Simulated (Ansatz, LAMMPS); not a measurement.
# Squeezing and shearing glassy 68TiO2-32SiO2 (mol %) (84 atoms): runs compared

How stiff is glassy 68TiO2-32SiO2 (mol %) (84 atoms), and how do its levels respond to strain?

Computed with Ansatz 0.2.0: Kohn-Sham DFT, PBE, PAW (set soft_2), plane waves.

## (1) The cell as built

The cell holds 84 atoms: 19 Ti, 9 Si and 56 O. Cell: a = 10.322 Å, b = 10.322 Å, c = 10.322 Å, α = 90.0°, β = 90.0°, γ = 90.0°. 84 atoms (19 Ti, 9 Si, 56 O) placed at random at 3.07 g/cm³, melted at 4000 K for 10 ps at fixed volume with the Morse and Coulomb pair potential with partial charges (Pedone, Malavasi, Menziani, Cormack and Segre, J. Phys. Chem. B 110, 11780 (2006)). Quenched from 4000 K to 300 K at 10 K/ps and fixed volume, held 10 ps at zero pressure.

Limits known from the start: The quench rate of 10 K/ps is orders of magnitude faster than experiment, which tends to freeze in extra defects. The network of bonds at the start is that of the classical potential that made the cell, and needn't be the one that DFT or experiment would give. Only the Γ point is sampled.

## (2) The reference run

The reference is a single point at the end of the relaxation.

Every strained cell starts from the geometry of this run, and its atoms are relaxed with the cell held.

Its input, with most atom lines left out:

```yaml
crystal:
  lattice:
    - [10.4303, -0.0242, -0.1134]
    - [-0.0242, 10.14786, -0.06766]
    - [-0.1134, -0.06766, 10.28421]
  atoms:
    - { symbol: Ti, position: [0.71064, 0.46041, 0.64829] }
    - { symbol: Ti, position: [0.1896, 0.43138, 0.90619] }
    - { symbol: Ti, position: [0.59026, 0.74426, 0.30594] }
    - { symbol: Ti, position: [0.44185, 0.31268, 0.15047] }
    - { symbol: Ti, position: [0.4839, 0.71877, 0.63638] }
    - { symbol: Ti, position: [0.97658, 0.88452, 0.14207] }
    - { symbol: Ti, position: [0.23475, 0.63171, 0.44383] }
    [... atom lines 8 to 84 left out ...]
kpoints:
  mp_grid: { grid: [1, 1, 1] }
hamiltonian:
  xc: pbe
scf:
  occupations: { method: gaussian, width: 0.025 }
output:
  forces: true
  stress: true
  populations: true
  dos:
    method: { smearing: { sigma: 0.1 } }
    de: 0.1
    projected: { site_lists: { O: [O], Si: [Si], Ti: [Ti] } }
  eigenvalues: true
  write_density: true
  write_potential: true
  volumetric_format: npy
  elf: true
```

| Item | Value |
| --- | --- |
| free energy per atom | -1013.0254 eV/atom |
| r.m.s. force component | 0.00989 eV/Å |
| pressure | 0.01616 GPa |

Filled and empty levels are parted by 2.97 eV (at Γ alone); a semilocal functional tends to put such gaps too low. In a disordered cell it changes from sample to sample, and tail or defect levels can set it.

## (3) The runs

Each row is one run, on 4 threads of Arm Neoverse V2, shared host. The free energy is the program's total, comparable only between runs with the same functional, potentials and atoms.

| run | atoms | outcome | ionic steps, all passes | free energy (eV) | time | host memory (GiB) |
| --- | --- | --- | --- | --- | --- | --- |
| Single point at the start | 84 | converged | - | -85087.850 | 12 s | 1.5 |
| Cell and atoms relaxed | 84 | converged | 26 | -85094.132 | 5.8 min | 1.5 |
| Single point at the relaxed geometry | 84 | converged | - | -85094.132 | 20 s | 1.5 |
| Volume -3 % | 84 | converged | 8 | -85093.850 | 99 s | 1.5 |
| Volume +3 % | 84 | converged | 9 | -85093.901 | 1.9 min | 1.5 |
| Volume -6 % | 84 | converged | 9 | -85092.951 | 1.8 min | 1.4 |
| Volume +6 % | 84 | converged | 13 | -85093.300 | 2.8 min | 1.6 |
| Volume -10 % | 84 | converged | 27 | -85091.549 | 5.2 min | 1.4 |
| Stretched by 1 % along x | 84 | converged | 5 | -85094.084 | 60 s | 1.5 |
| Compressed by 1 % along x | 84 | converged | 5 | -85094.078 | 62 s | 1.5 |
| Sheared by 2 % in xy | 84 | converged | 7 | -85094.078 | 90 s | 1.5 |

In some runs the program notes that the SCF threshold is loose for the stress.

## (4) Pressure against volume

Atoms are relaxed at each volume, in the scaled cell.

| volume change (%) | volume (Å³/atom) | energy change (meV/atom) | pressure (GPa) | largest move on relaxing (Å) | bonds | gap (eV) |
| --- | --- | --- | --- | --- | --- | --- |
| -10 | 11.661 | 30.75 | 6.41 | 0.98 | 140 | 2.86 |
| -6 | 12.179 | 14.06 | 6.10 | 0.26 | 133 | 3.01 |
| -3 | 12.568 | 3.36 | 2.84 | 0.13 | 133 | 2.99 |
| +0 | 12.957 | 0.00 | 0.02 | - | 133 | 2.97 |
| +3 | 13.345 | 2.75 | -2.27 | 0.13 | 133 | 2.95 |
| +6 | 13.734 | 9.90 | -3.63 | 0.42 | 130 | 2.85 |

## (5) Uniaxial strain and shear

Stress (GPa, compression positive) less that of the relaxed cell, atoms relaxed:

| strain | xx | yy | zz | xy | energy change (meV/atom) |
| --- | --- | --- | --- | --- | --- |
| stretched by 1 % along x | -1.353 | -0.727 | -0.567 | 0.060 | 0.57 |
| compressed by 1 % along x | 1.414 | 0.635 | 0.534 | -0.063 | 0.64 |
| sheared by 2 % in xy | 0.153 | 0.210 | 0.224 | -0.789 | 0.64 |

## (6) Findings

The bulk modulus, from the slope of pressure against ln V over the three points nearest the relaxed volume, is 85.2 GPa; between neighbouring points the slope runs 7.3, 104, 93, 77 and 47 GPa from the smallest volume up, without a steady fall, so no pressure derivative is given, and the cell yields more easily when compressed beyond -6 %. The count of bonds runs from 130 to 140 over the series, so at some points contacts cross the cutoffs. At -10 % some atom moved by over 0.5 Å on relaxing, so that point may sit in another local minimum. The gap goes from 2.86 eV at the smallest volume to 2.85 eV at the largest, not monotonically (lowest 2.85, highest 3.01 eV), on the run's k-points. In the Cartesian axes of the cell, finite differences give C11 = 138, C12 = 68.1, C13 = 55.0 and C66 = 39.4 GPa (the shear of 2 % is the engineering strain, εxy = 0.01). The mean of C11, C12 and C13, which equals the bulk modulus in a cubic or isotropic solid, is 87.2 GPa: it agrees with the bulk modulus within 10 %. For an isotropic solid C66 would equal (C11 − C12)/2 = 35.1 GPa; so small a sample needn't be isotropic, and C66 rests on one shear. With the bulk modulus and C66 as K and G, Young's modulus would be about 102 GPa and Poisson's ratio 0.30.

Caveats: Strains are finite and relaxations stop at the force tolerance of the input, which can leave moduli too stiff; they are those of a static cell at zero temperature. Volumes are changed with the cell's shape held, so in an anisotropic solid the modulus lies over the one under free hydrostatic load. The program notes that the SCF threshold of the relaxations is loose for the stress.

The DFT runs together took 23 min of wall time.

[Logs are printed without paths, hosts, clocks, repeated set-up lines and the standing remarks that a program may print on its own settings, such as how far it seeks lower states.]

[Hosts, paths, dates, database ids (printed as entryN), source tags and the programs' standing remarks are cut or masked in the printed files.]
